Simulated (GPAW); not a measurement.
# Geometry or basis: what sets the conductance of a Cu chain with one B atom in line, part 2 of 2

How well does a Cu chain with one B atom in line conduct once its atoms have relaxed, and how much do cheaper levels lose?

GPAW 26.7.0; GPAW LCAO, PAW setups; relaxation of the junction within the symmetry of its start, lead ends held (the session's first sound run).

So far, transmission at the Fermi level (one spin): step 3 (double-zeta polarised basis) 0.733; step 4 (basis szp(dzp)) 0.641; step 5 (basis sz(dzp)) 0.472.

### Step 6. revPBE in the dzp basis: xc = "revPBE"

Level of this step: GPAW LCAO, PAW setups; Landauer transmission from Green's functions with principal layers (ASE), zero bias (GPAW).

Back in the dzp basis, the functional changes from PBE to revPBE, to set the spread between functionals beside that between bases.

The input, run.py:

```python
import json
import numpy as np
from ase import Atoms
from ase.transport.calculators import TransportCalculator
from gpaw import GPAW, FermiDirac
from gpaw.lcao.tools import get_lcao_hamiltonian
from scipy.linalg import eigh

# The junction with lead layers at both ends, along the third cell vector
device = Atoms(
    ['Cu', 'Cu', 'Cu', 'Cu', 'Cu', 'Cu', 'B', 'Cu', 'Cu', 'Cu', 'Cu', 'Cu', 'Cu'],
    positions=[
        [4.50000, 4.50000, 1.15000],
        [4.50000, 4.50000, 3.45000],
        [4.50000, 4.50000, 5.75000],
        [4.50000, 4.50000, 8.05000],
        [4.50000, 4.50000, 10.35000],
        [4.50000, 4.50000, 12.68392],
        [4.50000, 4.50000, 14.56240],
        [4.50000, 4.50000, 16.44088],
        [4.50000, 4.50000, 18.77480],
        [4.50000, 4.50000, 21.07480],
        [4.50000, 4.50000, 23.37480],
        [4.50000, 4.50000, 25.67480],
        [4.50000, 4.50000, 27.97480]],
    cell=[[9.0, 0.0, 0.0], [0.0, 9.0, 0.0], [0.0, 0.0, 29.1248]],
    pbc=True)

# One principal layer of the lead: the first 3 atoms of the device
lead = Atoms(
    ['Cu', 'Cu', 'Cu'],
    positions=[
        [4.50000, 4.50000, 1.15000],
        [4.50000, 4.50000, 3.45000],
        [4.50000, 4.50000, 5.75000]],
    cell=[[9.0, 0.0, 0.0], [0.0, 9.0, 0.0], [0.0, 0.0, 6.9]],
    pbc=True)

settings = dict(mode='lcao', basis='dzp', xc='revPBE', h=0.2,
                occupations=FermiDirac(0.1), maxiter=250,
                mixer=dict(beta=0.1, nmaxold=8, weight=100.0),
                convergence=dict(density=0.0001))
energies = np.arange(-2, 2 + 1e-9, 0.025)
eta = 0.0001
n1, n2 = 1, 1
# k and -k transmit alike, so half of the mesh across the current serves
mesh = [(i, j) for i in range(n1) for j in range(n2) if (i, j) <= (-i % n1, -j % n2)]
weights = np.array([1 if (i, j) == (-i % n1, -j % n2) else 2 for i, j in mesh]) / (n1 * n2)

# [... helper functions left out ...]
fermi_lead = ground_state(lead, (1, 1, 16), 'lead.txt')
fermi_device = ground_state(device, (1, 1, 3), 'device.txt')
# [... loop over the mesh left out, but for ...]
        # Shift the lead onto the potential of the device's first layer
        shift = ((H[:, 0, 0] - H0[:, 0, 0]) / S0[0, 0]).real.mean()
# [...]
kT = 8.617333e-5 * 300
bias = [0.1, 0.2, 0.5, 1.0, 1.5, 2.0]
# [... integrals and printing left out ...]
```

The run is started by

```console
> OMP_NUM_THREADS=1 OPENBLAS_NUM_THREADS=1 python run.py
```

The program printed:

```text
basis functions: device 193, principal layer 45
Fermi level: lead -3.5473 eV, device -3.4248 eV; lead shifted by -0.0052 eV
largest coupling past the next layer 4.95e-05 eV, largest misfit of the first layer 0.028 eV
  E-E_F (eV)   T (one spin)  [channel counts left out]
    -2.000    5.3062e-05
    -1.975    5.0680e-05
    -1.950    9.7864e-06
[...]
1.975    2.6029e-01
     2.000    2.5677e-01
conductance at 300 K: 0.72691 G0 a cell; thermopower 3.247 uV/K
current from the zero-bias T(E) at 0.1 V: 5.6307 uA
current from the zero-bias T(E) at 0.2 V: 11.254 uA
current from the zero-bias T(E) at 0.5 V: 28.041 uA
current from the zero-bias T(E) at 1.0 V: 54.963 uA
current from the zero-bias T(E) at 1.5 V: 79.122 uA
current from the zero-bias T(E) at 2.0 V: 103.13 uA
```

The job ended after 42 s (1 thread of Arm Neoverse V1, shared host; peak memory 0.89 GiB).

This step gave:

* conductance: 0.7269 G₀
* largest coupling past the next principal layer: 4.95e-5 eV
* largest misfit of the first principal layer: 0.02790 eV
* shift that aligns the lead: -0.005209 eV
* basis functions of the junction: 193
* basis functions of a principal layer: 45
* transmission at the Fermi level (one spin): 0.7275

The conductance, 0.727 G₀, lies 0.7 % below that of the dzp run.

### Step 7. The structure as built: geometry = "as built"

The dzp basis with PBE on the structure as first built shows what the relaxation was worth.

run.py: that of step 6 with these lines changed.

```diff
@@ -17,5 +17,5 @@
         [4.50000, 4.50000, 10.35000],
-        [4.50000, 4.50000, 12.68392],
+        [4.50000, 4.50000, 12.65000],
         [4.50000, 4.50000, 14.56240],
-        [4.50000, 4.50000, 16.44088],
+        [4.50000, 4.50000, 16.47480],
         [4.50000, 4.50000, 18.77480],
@@ -38,3 +38,3 @@
 
-settings = dict(mode='lcao', basis='dzp', xc='revPBE', h=0.2,
+settings = dict(mode='lcao', basis='dzp', xc='PBE', h=0.2,
                 occupations=FermiDirac(0.1), maxiter=250,
```

The program printed:

```text
basis functions: device 193, principal layer 45
Fermi level: lead -3.6828 eV, device -3.5673 eV; lead shifted by -0.0050 eV
largest coupling past the next layer 4.59e-05 eV, largest misfit of the first layer 0.028 eV
  E-E_F (eV)   T (one spin)  [channel counts left out]
    -2.000    2.1049e-03
    -1.975    6.1563e-04
    -1.950    7.9447e-05
[...]
1.975    2.5330e-01
     2.000    2.4982e-01
conductance at 300 K: 0.74241 G0 a cell; thermopower 3.514 uV/K
current from the zero-bias T(E) at 0.1 V: 5.751 uA
current from the zero-bias T(E) at 0.2 V: 11.496 uA
current from the zero-bias T(E) at 0.5 V: 28.69 uA
current from the zero-bias T(E) at 1.0 V: 56.283 uA
current from the zero-bias T(E) at 1.5 V: 81.18 uA
current from the zero-bias T(E) at 2.0 V: 105.83 uA
```

Elapsed: 44 s, on 1 thread; peak memory 0.89 GiB.

This step gave:

```yaml
conductance: 0.7424 G₀
largest_coupling_past_the_next_principal_layer: 4.59e-5 eV
largest_misfit_of_the_first_principal_layer: 0.02775 eV
shift_that_aligns_the_lead: -0.004976 eV
transmission_at_the_fermi_level_one_spin: 0.7429
```

One spin. Transmission, zone mean against energy, zero at the Fermi level:

energy (eV), transmission, zone mean and a bar:
```
   -2.000       0.00 
   -1.900       0.00 
   -1.800       0.00 
   -1.700       0.04 #
   -1.600       0.54 ################
   -1.525       1.01 ##############################
   -1.500       0.93 ############################
   -1.400       0.65 ###################
   -1.300       0.55 ################
   -1.200       0.72 ######################
   -1.100       0.84 #########################
   -1.000       0.88 ##########################
   -0.900       0.84 #########################
   -0.800       0.78 #######################
   -0.700       0.74 ######################
   -0.600       0.76 #######################
   -0.500       0.81 ########################
   -0.400       0.83 #########################
   -0.375       0.83 #########################
   -0.300       0.82 #########################
   -0.200       0.82 #########################
   -0.100       0.78 #######################
    0.000       0.74 ######################
    0.100       0.71 #####################
    0.200       0.67 ####################
    0.300       0.63 ###################
    0.400       0.59 ##################
    0.500       0.56 #################
    0.600       0.52 ################
    0.700       0.49 ###############
    0.800       0.47 ##############
    0.900       0.44 #############
    1.000       0.42 #############
    1.100       0.40 ############
    1.200       0.38 ###########
    1.300       0.36 ###########
    1.400       0.34 ##########
    1.500       0.32 ##########
    1.600       0.31 #########
    1.700       0.29 #########
    1.800       0.28 ########
    1.900       0.26 ########
    2.000       0.25 #######
```

The conductance, 0.742 G₀, lies 1.4 % above that of the dzp run.

### Step 8. Cost and result by level

Times are for 1 thread of Arm Neoverse V1, shared host. Results by setting:

| no. | run | conductance (G₀) | time | memory (GiB) |
| --- | --- | --- | --- | --- |
| 1 | dzp | 0.7324 | 43 s | 0.89 |
| 2 | szp | 0.6407 | 40 s | 0.88 |
| 3 | sz | 0.4728 | 33 s | 0.84 |
| 4 | dzp revPBE | 0.7269 | 42 s | 0.89 |
| 5 | asbuilt | 0.7424 | 44 s | 0.89 |

### Step 9. Comparison

The curves are compared point by point over the common energies.

This step: comparison of transmission and cost over codes, levels and geometry (GPAW 26.7.0).

Ladder, by row:

```
      step  code  T at the Fermi level (sum over the listed spins)  conductance (G0)  r.m.s. T(E) from the first  wall time (s)  peak memory (GiB)  threads
       dzp  GPAW                                             0.733            0.7324                           0          43.49               0.89        1
       szp  GPAW                                            0.6407            0.6407                      0.1657           40.1               0.88        1
        sz  GPAW                                             0.472            0.4728                      0.2679          32.68               0.84        1
dzp-revPBE  GPAW                                            0.7275            0.7269                    0.007488          42.14               0.89        1
   asbuilt  GPAW                                            0.7429            0.7424                     0.06039          43.72               0.89        1
```

Table of transmission, zone mean, sum over the listed spins by energy, zero at the Fermi level:

```
energy (eV)     dzp     szp     sz  dzp-revPBE  asbuilt
     -2.000  3.9e-5  0.0156  0.927      5.3e-5  0.00210
     -1.800  0.0154   0.484  0.698      0.0170   3.6e-4
     -1.675   0.313   0.995  0.616       0.334   0.0787
     -1.600   0.907   0.854  0.586       0.927    0.545
     -1.575   0.999   0.799  0.579        1.00    0.816
     -1.400   0.642   0.577  0.600       0.630    0.648
     -1.200   0.707   0.671  0.607       0.691    0.721
     -1.000   0.853   0.729  0.601       0.853    0.883
     -0.800   0.740   0.609  0.562       0.737    0.777
     -0.600   0.733   0.642  0.597       0.728    0.765
     -0.400   0.808   0.721  0.601       0.804    0.833
     -0.375   0.809   0.723  0.607       0.805    0.834
     -0.200   0.805   0.740  0.577       0.797    0.825
      0.000   0.733   0.641  0.472       0.727    0.743
      0.200   0.661   0.568  0.423       0.657    0.667
      0.400   0.589   0.504  0.386       0.587    0.592
      0.600   0.525   0.449  0.357       0.524    0.525
      0.800   0.470   0.405  0.334       0.471    0.469
      1.000   0.422   0.368  0.317       0.423    0.419
      1.200   0.381   0.337  0.303       0.383    0.378
      1.400   0.345   0.311  0.292       0.348    0.342
      1.600   0.312   0.288  0.285       0.316    0.309
      1.800   0.281   0.269  0.280       0.286    0.278
      2.000   0.252   0.252  0.277       0.257    0.250
```

### Step 10. Broadening 1e-05: eta = 1e-05

The broadening keeps the Green's functions finite; too large a value absorbs electrons where channels are open and leaks them where none are.

This step: GPAW LCAO, PAW setups; Landauer transmission from Green's functions with principal layers (ASE), zero bias (GPAW 26.7.0).

run.py: that of step 7 with these lines changed.

```diff
@@ -17,5 +17,5 @@
         [4.50000, 4.50000, 10.35000],
-        [4.50000, 4.50000, 12.65000],
+        [4.50000, 4.50000, 12.68392],
         [4.50000, 4.50000, 14.56240],
-        [4.50000, 4.50000, 16.47480],
+        [4.50000, 4.50000, 16.44088],
         [4.50000, 4.50000, 18.77480],
@@ -43,3 +43,3 @@
 energies = np.arange(-2, 2 + 1e-9, 0.025)
-eta = 0.0001
+eta = 1e-05
 n1, n2 = 1, 1
```

The program printed:

```text
basis functions: device 193, principal layer 45
Fermi level: lead -3.6828 eV, device -3.5587 eV; lead shifted by -0.0054 eV
largest coupling past the next layer 4.59e-05 eV, largest misfit of the first layer 0.027 eV
  E-E_F (eV)   T (one spin)  [channel counts left out]
    -2.000    3.8994e-05
    -1.975    4.9266e-05
    -1.950    1.5183e-05
    -1.925    1.1151e-05
    -1.900    2.2741e-04
    -1.875    1.0198e-03
    -1.850    3.0018e-03
    -1.825    7.2075e-03
    -1.800    1.5376e-02
    -1.775    3.0443e-02
    -1.750    5.7351e-02
    -1.725    1.0461e-01
    -1.700    1.8489e-01
    -1.675    3.1371e-01
    -1.650    4.9993e-01
    -1.625    7.2115e-01
[...]
1.825    2.7773e-01
     1.850    2.7404e-01
     1.875    2.7038e-01
     1.900    2.6674e-01
     1.925    2.6313e-01
     1.950    2.5954e-01
     1.975    2.5598e-01
     2.000    2.5245e-01
conductance at 300 K: 0.73318 G0 a cell; thermopower 3.307 uV/K
current from the zero-bias T(E) at 0.1 V: 5.6793 uA
current from the zero-bias T(E) at 0.2 V: 11.352 uA
current from the zero-bias T(E) at 0.5 V: 28.29 uA
current from the zero-bias T(E) at 1.0 V: 55.391 uA
current from the zero-bias T(E) at 1.5 V: 79.698 uA
current from the zero-bias T(E) at 2.0 V: 103.76 uA
```

Wall time 44 s (1 thread); peak memory 0.89 GiB.

This step gave:

| Property | Result |
| --- | --- |
| conductance | 0.7332 G₀ |
| largest misfit of the first principal layer | 0.02732 eV |
| shift that aligns the lead | -0.005445 eV |
| transmission at the Fermi level (one spin) | 0.7337 |

One spin. Transmission, zone mean against energy, zero at the Fermi level:

```
energy (eV)  transmission, zone mean
     -2.000                   3.9e-5
     -1.900                   2.3e-4
     -1.800                   0.0154
     -1.700                    0.185
     -1.600                    0.910
     -1.575                     1.00
     -1.500                    0.864
     -1.400                    0.643
     -1.300                    0.553
     -1.200                    0.709
     -1.100                    0.819
     -1.000                    0.855
     -0.900                    0.812
     -0.800                    0.742
     -0.700                    0.710
     -0.600                    0.734
     -0.500                    0.783
     -0.400                    0.810
     -0.375                    0.811
     -0.300                    0.802
     -0.200                    0.806
     -0.100                    0.763
      0.000                    0.734
      0.100                    0.699
      0.200                    0.662
      0.300                    0.625
      0.400                    0.590
      0.500                    0.556
      0.600                    0.525
      0.700                    0.496
      0.800                    0.470
      0.900                    0.445
      1.000                    0.422
      1.100                    0.401
      1.200                    0.381
      1.300                    0.363
      1.400                    0.345
      1.500                    0.328
      1.600                    0.312
      1.700                    0.297
      1.800                    0.281
      1.900                    0.267
      2.000                    0.252
```

Not self-consistent under bias; the bias window is split evenly. Current through one cell, from the zero-bias transmission against bias:

| bias (V) | current through one cell, from the zero-bias transmission (μA) |
| --- | --- |
| 0.100 | 5.68 |
| 0.200 | 11.4 |
| 0.500 | 28.3 |
| 1.000 | 55.4 |
| 1.500 | 79.7 |
| 2.000 | 104 |

The transmission of the three most open eigenchannels by energy, zero at the Fermi level:

```csv
energy (eV),channel 1,channel 2 = channel 3
-2.000,3.9e-5,0
-1.900,2.3e-4,0
-1.800,0.0154,0
-1.700,0.184,6.1e-4
-1.600,0.903,0.00344
-1.500,0.848,0.00791
-1.400,0.617,0.0131
-1.300,0.523,0.0151
-1.200,0.679,0.0150
-1.100,0.787,0.0158
-1.000,0.818,0.0189
-0.900,0.765,0.0234
-0.800,0.688,0.0268
-0.700,0.657,0.0265
-0.600,0.687,0.0239
-0.500,0.739,0.0219
-0.400,0.768,0.0210
-0.300,0.762,0.0199
-0.200,0.775,0.0154
-0.100,0.763,0
0.000,0.734,0
0.100,0.699,0
0.200,0.662,0
0.300,0.625,0
0.400,0.590,0
0.500,0.556,0
0.600,0.525,0
0.700,0.496,0
0.800,0.470,0
0.900,0.445,0
1.000,0.422,0
1.100,0.401,0
1.200,0.381,0
1.300,0.363,0
1.400,0.345,0
1.500,0.328,0
1.600,0.312,0
1.700,0.297,0
1.800,0.281,0
1.900,0.267,0
2.000,0.252,0
```

The conductance equals that of the dzp run to 0.2 %.

### Step 11. Outcome

```
conductance                                        : 0.732 G₀
transmission at the Fermi level, mean of the spins : 0.733
```

What this shows: In the dzp basis the junction conducts 0.732 G₀ at 300 K, with T = 0.733 a spin at the Fermi level; no smaller basis tried comes within 10 % of that conductance. Relaxation moved atoms by up to 0.034 Å and took the conductance from 0.742 to 0.732 G₀, as a ratio a smaller change than the step from dzp to the minimal basis. At the Fermi level one eigenchannel carries the current (0.73). Measured against the first run (dzp), the nearest curve is that of dzp-revPBE (r.m.s. 0.0075) and the farthest that of sz (0.27). Over the compared runs wall time goes from 33 s (sz) to 44 s (asbuilt), on a shared host. The leads kept an estimated spacing and the cell its length, so the junction may be under some tension or compression. The geometry comes from the orbital basis, which tends to overbind, and kept the symmetry of the start, so a structure of lower symmetry may lie lower. The run had no spin polarisation, so a magnetic state, which chains and small molecules with open shells often have, wasn't tested. An evenly spaced straight chain is an idealisation: free chains tend to dimerise, zigzag or, where a band edge lies near the Fermi level, turn magnetic. The currents use the zero-bias T(E) throughout, which holds only while the bias is small against the distance to the nearest feature. The thermopower isn't quoted: it samples T(E) farther from the Fermi level than the conductance does, and the energy grid wasn't tested for it.

[Logs are printed without paths, hosts, clocks, repeated set-up lines and the standing remarks that a program may print on its own settings, such as how far it seeks lower states.]

[Hosts, paths, dates, database ids (printed as entryN), source tags and the programs' standing remarks are cut or masked in the printed files.]
